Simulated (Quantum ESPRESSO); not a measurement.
# GaP (F-43m): zone-centre phonons, part 2 of 2

Which modes does GaP (F-43m) have at the zone centre?

Quantum ESPRESSO 7.5; DFT LDA, scalar-relativistic, plane waves, PseudoDojo norm-conserving pseudopotentials.

So far, gap on the k-mesh (eV): step 2 (a first look) 1.50; step 3 (relaxing the cell and atoms) 1.44. The relaxed cell has a = 5.387 Å (conventional setting).

### Step 5. Zone-centre response

At q = 0 one unit cell holds all displacements; symmetry groups them into irreducible representations that are solved one by one. The response to a field gives ε∞ and the Born charges, which polar modes need.

Contents of ph.in:

```
phonons
&INPUTPH
  prefix = 'x'
  outdir = './tmp'
  fildyn = 'g.dyn'
  tr2_ph = 1.0d-18
  epsil  = .true.
/
0.000000000000 0.000000000000 0.000000000000
```

Started as:

```sh
$ OMP_NUM_THREADS=1 mpirun -n 4 ph.x -nk 4 -in ph.in > ph.out
```

The log of the run:

```text
[banners, grids, parts of the stress and lines that vanish by symmetry left out]
[banner, memory and clock lines left out]
Program PHONON v.7.5

     ./tmp/x.save/

     IMPORTANT: XC functional enforced from input :
     Exchange-correlation= PW
                           (   1   4   0   0   0   0   0)
     Any further DFT definition will be discarded
     Please, verify this is what you really want

     G-vector sticks info

     Reading collected, re-writing distributed wavefunctions in ./tmp/

     Number and degeneracy of irreps per q-point
       N         xq(1)         xq(2)         xq(3)   N irreps
       1   0.000000000   0.000000000   0.000000000       2
        3   3

     Calculation of q =    0.0000000   0.0000000   0.0000000

     phonons

     bravais-lattice index     =            2
     lattice parameter (alat)  =      10.1806  a.u.
     unit-cell volume          =     263.7881 (a.u.)^3
     number of atoms/cell      =            2
     number of atomic types    =            2
     kinetic-energy cut-off    =      88.0000  Ry
     charge density cut-off    =     352.0000  Ry
     convergence threshold     =      1.0E-18
     beta                      =       0.7000
     number of iterations used =            4
     Exchange-correlation= PW
                           (   1   4   0   0   0   0   0)

     celldm(1)=   10.18056  celldm(2)=    0.00000  celldm(3)=    0.00000
     celldm(4)=    0.00000  celldm(5)=    0.00000  celldm(6)=    0.00000

     crystal axes: (cart. coord. in units of alat)
               a(1) = ( -0.5000  0.0000  0.5000 )
               a(2) = (  0.0000  0.5000  0.5000 )
               a(3) = ( -0.5000  0.5000  0.0000 )

     reciprocal axes: (cart. coord. in units 2 pi/alat)
               b(1) = ( -1.0000 -1.0000  1.0000 )
               b(2) = (  1.0000  1.0000  1.0000 )
               b(3) = ( -1.0000  1.0000 -1.0000 )

     Atoms inside the unit cell:

     Cartesian axes

     site n.  atom      mass           positions (alat units)
        1  Ga     69.7230   tau(    1) = (    0.00000    0.00000    0.00000  )
        2  P      30.9738   tau(    2) = (   -0.25000    0.25000    0.25000  )

     Computing dynamical matrix for
                    q = (   0.0000000   0.0000000   0.0000000 )

     25 Sym.Ops. (with q -> -q+G )

     G cutoff =  924.1157  (  29603 G-vectors)     FFT grid: ( 45, 45, 45)
     number of k points=    29
                       cart. coord. in units 2pi/alat
        k(    1) = (   0.0000000   0.0000000   0.0000000), wk =   0.0039062
        k(    2) = (  -0.1250000   0.1250000  -0.1250000), wk =   0.0312500
        k(    3) = (  -0.2500000   0.2500000  -0.2500000), wk =   0.0312500
        [... further k-points left out ...]

     PseudoPot. # 1 for Ga read from file:
     ./pseudo/Ga.upf
     Pseudo is Norm-conserving + core correction, Zval = 13.0
     Using radial grid of 1858 points,  6 beta functions with:
                l(1) =   0
                l(2) =   0
                l(3) =   1
                l(4) =   1
                l(5) =   2
                l(6) =   2

     PseudoPot. # 2 for P  read from file:
     ./pseudo/P.upf
     Pseudo is Norm-conserving + core correction, Zval =  5.0
     Using radial grid of 1298 points,  6 beta functions with:
                l(1) =   0
                l(2) =   0
                l(3) =   1
                l(4) =   1
                l(5) =   2
                l(6) =   2

     Mode symmetry, T_d (-43m)  point group:

     Electric field:
     Dielectric constant
     Born effective charges as d Force / d E

     Atomic displacements:
     There are    2 irreducible representations

     Representation     1      3 modes -  To be done

     Representation     2      3 modes -  To be done

     Alpha used in Ewald sum =   2.8000

     Electric Fields Calculation

      iter #   1   av.it.:   8.6
      thresh= 1.000E-02 alpha_mix =  0.700 |ddv_scf|^2 =  8.080E-08

      iter #   2   av.it.:  16.6
      thresh= 2.843E-05 alpha_mix =  0.700 |ddv_scf|^2 =  5.937E-09

      iter #   3   av.it.:  16.4
      thresh= 7.705E-06 alpha_mix =  0.700 |ddv_scf|^2 =  5.089E-11

      iter #   4   av.it.:  17.4
      thresh= 7.134E-07 alpha_mix =  0.700 |ddv_scf|^2 =  4.524E-12

      iter #   5   av.it.:  17.1
      thresh= 2.127E-07 alpha_mix =  0.700 |ddv_scf|^2 =  1.497E-13

      iter #   6   av.it.:  15.8
      thresh= 3.869E-08 alpha_mix =  0.700 |ddv_scf|^2 =  2.797E-15

      iter #   7   av.it.:  16.7
      thresh= 5.289E-09 alpha_mix =  0.700 |ddv_scf|^2 =  7.610E-17

      iter #   8   av.it.:  17.4
      thresh= 8.723E-10 alpha_mix =  0.700 |ddv_scf|^2 =  9.055E-20

     End of electric fields calculation

          Dielectric constant in cartesian axis

          (      11.587027041       0.000000000       0.000000000 )
          (       0.000000000      11.587027041      -0.000000000 )
          (       0.000000000      -0.000000000      11.587027041 )

          Effective charges (d Force / dE) in cartesian axis without acoustic sum rule applied (asr)

           atom    1  Ga    Mean Z*:        2.04118
      Ex  (        2.04118       -0.00000        0.00000 )
      Ey  (       -0.00000        2.04118        0.00000 )
      Ez  (        0.00000        0.00000        2.04118 )
           atom    2  P     Mean Z*:       -2.16044
      Ex  (       -2.16044        0.00000        0.00000 )
      Ey  (        0.00000       -2.16044        0.00000 )
      Ez  (       -0.00000        0.00000       -2.16044 )

          Effective charges Sum: Mean:       -0.11926
             -0.11926       -0.00000        0.00000
              0.00000       -0.11926        0.00000
              0.00000        0.00000       -0.11926

          Effective charges (d Force / dE) in cartesian axis with asr applied:
           atom    1  Ga    Mean Z*:        2.10081
      E*x (        2.10081       -0.00000        0.00000 )
      E*y (       -0.00000        2.10081       -0.00000 )
      E*z (        0.00000        0.00000        2.10081 )
           atom    2  P     Mean Z*:       -2.10081
      E*x (       -2.10081        0.00000        0.00000 )
      E*y (        0.00000       -2.10081        0.00000 )
      E*z (       -0.00000       -0.00000       -2.10081 )

     Representation #   1 modes #   1   2   3

     Self-consistent Calculation

      iter #   1   av.it.:   7.8
      thresh= 1.000E-02 alpha_mix =  0.700 |ddv_scf|^2 =  4.599E-08

      iter #   2   av.it.:  16.7
      thresh= 2.144E-05 alpha_mix =  0.700 |ddv_scf|^2 =  3.745E-09

      iter #   3   av.it.:  16.8
      thresh= 6.120E-06 alpha_mix =  0.700 |ddv_scf|^2 =  6.051E-11

      iter #   4   av.it.:  17.3
      thresh= 7.779E-07 alpha_mix =  0.700 |ddv_scf|^2 =  6.738E-12

      iter #   5   av.it.:  17.2
      thresh= 2.596E-07 alpha_mix =  0.700 |ddv_scf|^2 =  2.456E-14

      iter #   6   av.it.:  16.9
      thresh= 1.567E-08 alpha_mix =  0.700 |ddv_scf|^2 =  1.748E-16

[...]
End of self-consistent calculation

     Convergence has been achieved

     Representation #   2 modes #   4   5   6

     Self-consistent Calculation

[...]
iter #   3   av.it.:  17.6
      thresh= 8.680E-05 alpha_mix =  0.700 |ddv_scf|^2 =  6.709E-10

      iter #   4   av.it.:  17.6
      thresh= 2.590E-06 alpha_mix =  0.700 |ddv_scf|^2 =  1.539E-11

      iter #   5   av.it.:  17.2
      thresh= 3.923E-07 alpha_mix =  0.700 |ddv_scf|^2 =  1.993E-13

      iter #   6   av.it.:  17.1
      thresh= 4.464E-08 alpha_mix =  0.700 |ddv_scf|^2 =  5.090E-15

      iter #   7   av.it.:  16.6
      thresh= 7.134E-09 alpha_mix =  0.700 |ddv_scf|^2 =  1.674E-16

      iter #   8   av.it.:  17.3
      thresh= 1.294E-09 alpha_mix =  0.700 |ddv_scf|^2 =  2.775E-18

      iter #   9   av.it.:  17.0
      thresh= 1.666E-10 alpha_mix =  0.700 |ddv_scf|^2 =  5.277E-20

     End of self-consistent calculation

     Convergence has been achieved

     Number of q in the star =    1
     List of q in the star:
          1   0.000000000   0.000000000   0.000000000

          Dielectric constant in cartesian axis

          (      11.587027041       0.000000000       0.000000000 )
          (       0.000000000      11.587027041      -0.000000000 )
          (       0.000000000      -0.000000000      11.587027041 )

          Effective charges (d Force / dE) in cartesian axis without acoustic sum rule applied (asr)

           atom    1  Ga    Mean Z*:        2.04118
      Ex  (        2.04118       -0.00000        0.00000 )
      Ey  (       -0.00000        2.04118        0.00000 )
      Ez  (        0.00000        0.00000        2.04118 )
           atom    2  P     Mean Z*:       -2.16044
      Ex  (       -2.16044        0.00000        0.00000 )
      Ey  (        0.00000       -2.16044        0.00000 )
      Ez  (       -0.00000        0.00000       -2.16044 )

          Effective charges Sum: Mean:       -0.11926
             -0.11926       -0.00000        0.00000
              0.00000       -0.11926        0.00000
              0.00000        0.00000       -0.11926

          Effective charges (d Force / dE) in cartesian axis with asr applied:
           atom    1  Ga    Mean Z*:        2.10081
      E*x (        2.10081       -0.00000        0.00000 )
      E*y (       -0.00000        2.10081       -0.00000 )
      E*z (        0.00000        0.00000        2.10081 )
           atom    2  P     Mean Z*:       -2.10081
      E*x (       -2.10081        0.00000        0.00000 )
      E*y (        0.00000       -2.10081        0.00000 )
      E*z (       -0.00000       -0.00000       -2.10081 )

     Diagonalizing the dynamical matrix

     q = (    0.000000000   0.000000000   0.000000000 )

 **************************************************************************
     freq (    1) =       0.094260 [THz] =       3.144167 [cm-1]
     freq (    2) =       0.094260 [THz] =       3.144167 [cm-1]
     freq (    3) =       0.094260 [THz] =       3.144167 [cm-1]
     freq (    4) =      10.950762 [THz] =     365.278088 [cm-1]
     freq (    5) =      10.950762 [THz] =     365.278088 [cm-1]
     freq (    6) =      10.950762 [THz] =     365.278088 [cm-1]
 **************************************************************************

     Mode symmetry, T_d (-43m)  point group:

     freq (   1-   3) =          3.1  [cm-1]   --> T_2  G_15 P_4   I+R
     freq (   4-   6) =        365.3  [cm-1]   --> T_2  G_15 P_4   I+R
```

Run time: 2.2 min. Hardware: 4 MPI ranks of Intel Xeon Platinum 8488C (Sapphire Rapids), shared host.

Read from the output:

```
miss of the charge sum rule                                       : 0.1193 e
largest acoustic frequency at the zone centre before the sum rule : 3.14 cm⁻¹
highest optical zone-centre mode (no LO-TO term)                  : 365.3 cm⁻¹
lowest optical zone-centre mode                                   : 365.3 cm⁻¹
mean high-frequency dielectric constant                           : 11.59
largest Born charge in size (third of the trace)                  : 2.160 e
```

Born charge (rows field, columns displacement), before the sum rule (e), principal values of the symmetric part by kind of site:

```tsv
atom	atoms with these values	low	middle	high	mean
Ga1	1	2.04	2.04	2.04	2.04
P2	1	-2.16	-2.16	-2.16	-2.16
```

In full for Ga1:

```
2.04 0.00 0.00
0.00 2.04 0.00
0.00 0.00 2.04
```

High-frequency dielectric tensor:

```
11.59  0.00  0.00
 0.00 11.59  0.00
 0.00  0.00 11.59
```

The acoustic modes at Γ come out as far as 3.1 cm⁻¹ from zero, where they should vanish, a small numerical error; the Born charges miss their sum rule by 0.12 e, too much: mesh or cutoff is short for the field response.

### Step 6. Zone-centre analysis

A rigid shift of the crystal must cost nothing, but grids and finite bases break this; the acoustic sum rule is imposed before the matrix is diagonalised again. With Born charges the intensities follow, and the static dielectric tensor.

Contents of dynmat.in:

```
&INPUT
  fildyn = 'g.dyn'
  asr    = 'simple'
  fileig = 'dynmat.eig'
  lperm  = .true.
/
```

Started as:

```sh
$ dynmat.x -in dynmat.in > dynmat.out
```

The log of the run:

```text
[banner, memory and clock lines left out]
Program DYNMAT v.7.5

     Reading Dynamical Matrix from file g.dyn
     ...Force constants read
     ...epsilon and Z* read
     A direction for q was not specified:TO-LO splitting will be absent

     Polarizability (A^3 units)
     multiply by 0.220799 for Clausius-Mossotti correction
        32.932348    0.000000    0.000000
         0.000000   32.932348   -0.000000
         0.000000   -0.000000   32.932348

     IR activities are in (D/A)^2/amu units

# mode   [cm-1]    [THz]      IR
    1     -0.00   -0.0000    0.0000
    2      0.00    0.0000    0.0000
    3      0.00    0.0000    0.0000
    4    365.27   10.9506    4.7478
    5    365.27   10.9506    4.7478
    6    365.27   10.9506    4.7478

Electronic dielectric permittivity tensor (relative, adimensional)
        11.587027    0.000000    0.000000
         0.000000   11.587027   -0.000000
         0.000000   -0.000000   11.587027

 ... with zone-center polar mode contributions
        13.528583    0.000000   -0.000000
         0.000000   13.528583    0.000000
        -0.000000    0.000000   13.528583
```

Elapsed: 0.64 s, on 1 thread.

Numbers from this step:

- mean static dielectric constant: 13.53

Unit eigenvectors of the mass-weighted matrix after the sum rule; no LO-TO term. Modes at Γ, with each element's share of the kinetic energy:

```tsv
mode	frequency (cm⁻¹)	symmetry	Ga %	P %
1	0.0	acoustic	69	31
2	0.0	acoustic	69	31
3	0.0	acoustic	69	31
4	365.3	T2	31	69
5	365.3	T2	31	69
6	365.3	T2	31	69
```

Displacements in mode 6 (365.3 cm⁻¹), the largest set to 1:
```
Ga1  0.00  0.00 -0.44
P2   0.00  0.00  1.00
```

Degenerate modes summed, no LO-TO term. Lines of the infrared spectrum (strongest = 100):

```tsv
position (cm⁻¹)	lines merged	label	IR intensity, relative
365	3	T2	100
```

Static dielectric tensor (ions relaxed, fixed cell):

```
13.53  0.00  0.00
 0.00 13.53  0.00
 0.00  0.00 13.53
```

The rule moves no optical mode by more than 0.1 cm⁻¹.

### Step 7. Modes along a direction of q (1 0 0)

A longitudinal polar mode sets up a macroscopic field that stiffens it; the term hangs on the direction from which q goes to zero.

Contents of dynmat.in:

```
&INPUT
  fildyn = 'g.dyn'
  asr    = 'simple'
  fileig = 'dynmat.eig'
  q(1)   = 1.0
  q(2)   = 0.0
  q(3)   = 0.0
/
```

Started as:

```sh
$ dynmat.x -in dynmat.in > dynmat.out
```

The log of the run:

```text
[banner, memory and clock lines left out]
Program DYNMAT v.7.5

     Reading Dynamical Matrix from file g.dyn
     ...Force constants read
     ...epsilon and Z* read

     Polarizability (A^3 units)
     multiply by 0.220799 for Clausius-Mossotti correction
        32.932348    0.000000    0.000000
         0.000000   32.932348   -0.000000
         0.000000   -0.000000   32.932348

     IR activities are in (D/A)^2/amu units

# mode   [cm-1]    [THz]      IR
    1     -0.00   -0.0000    0.0000
    2      0.00    0.0000    0.0000
    3      0.00    0.0000    0.0000
    4    365.27   10.9506    4.7478
    5    365.27   10.9506    4.7478
    6    394.69   11.8325    4.7478
```

Run time: 0.62 s. Hardware: 1 thread.

Numbers from this step:

- highest mode moved by the LO-TO term: 394.7 cm⁻¹

Zone-centre frequencies as printed; negative means imaginary. Modes:

```tsv
mode	frequency (cm⁻¹)
1	0
2	0
3	0
4	365.3
5	365.3
6	394.7
```

The field moves one mode, from 365 to 395 cm⁻¹; the others stay.

### Step 8. Results

| Property | Result |
| --- | --- |
| space group after relaxation | F-43m |
| volume per atom | 19.5 Å³ |
| gap on the k-mesh | 1.44 eV |
| highest optical zone-centre mode (no LO-TO term) | 365.3 cm⁻¹ |
| highest mode moved by the LO-TO term (probably not converged in the k mesh) | 394.7 cm⁻¹ |
| mean high-frequency dielectric constant (probably not converged in the k mesh) | 11.6 |
| largest Born charge in size (third of the trace) (probably not converged in the k mesh) | 2.16 e |
| mean static dielectric constant (probably not converged in the k mesh) | 13.5 |
| imaginary optical modes at the zone centre (no q mesh in this session) | none |

In words: At the LDA level the optical modes of GaP (F-43m) at the zone centre (no LO-TO term) lie at 365 cm⁻¹. Along the directions run, the highest mode that the macroscopic field moves lies at 395 cm⁻¹. Lattice motion raises the mean dielectric constant from 11.59 to 13.53. The Born charges miss their sum rule by 0.12 e, a sign that the k mesh or the cutoff is short for the field response. ε∞, the Born charges and what follows from them are probably not converged in the k mesh. The Lyddane-Sachs-Teller relation holds: (ωLO/ωTO)² is 1.17 and ε₀/ε∞ is 1.17. These are harmonic frequencies at zero temperature: anharmonic shifts and linewidths and thermal expansion are left out.

Calculation against experiment:

| quantity | measured | LDA PseudoDojo norm-conserving, Quantum ESPRESSO |
| --- | --- | --- |
| Raman mode, TO at Gamma (cm⁻¹) | 367.3 | 365 (-0.5 %) |
| infrared mode, TO at Gamma (cm⁻¹) | 366.3 | 365 (-0.3 %) |

Measured values from arxiv:2105.06662 (2021).

Verdict: The Raman mode is off by -0.5 %: good agreement. The infrared mode is off by -0.3 %: good agreement. The grades are ours: good and fair within 3 and 7 % for the Raman mode and 3 and 7 % for the infrared mode. For Raman mode and infrared mode the calculation has a static lattice, without zero-point motion or thermal expansion (measured at up to 300 K). Limits of convergence are named above.

[Host names and launcher messages were left out of these logs when they were recorded.]

[Logs are printed without paths, hosts, clocks, repeated set-up lines and the standing remarks that a program may print on its own settings, such as how far it seeks lower states.]

[Hosts, paths, dates, database ids (printed as entryN), source tags and the programs' standing remarks are cut or masked in the printed files.]
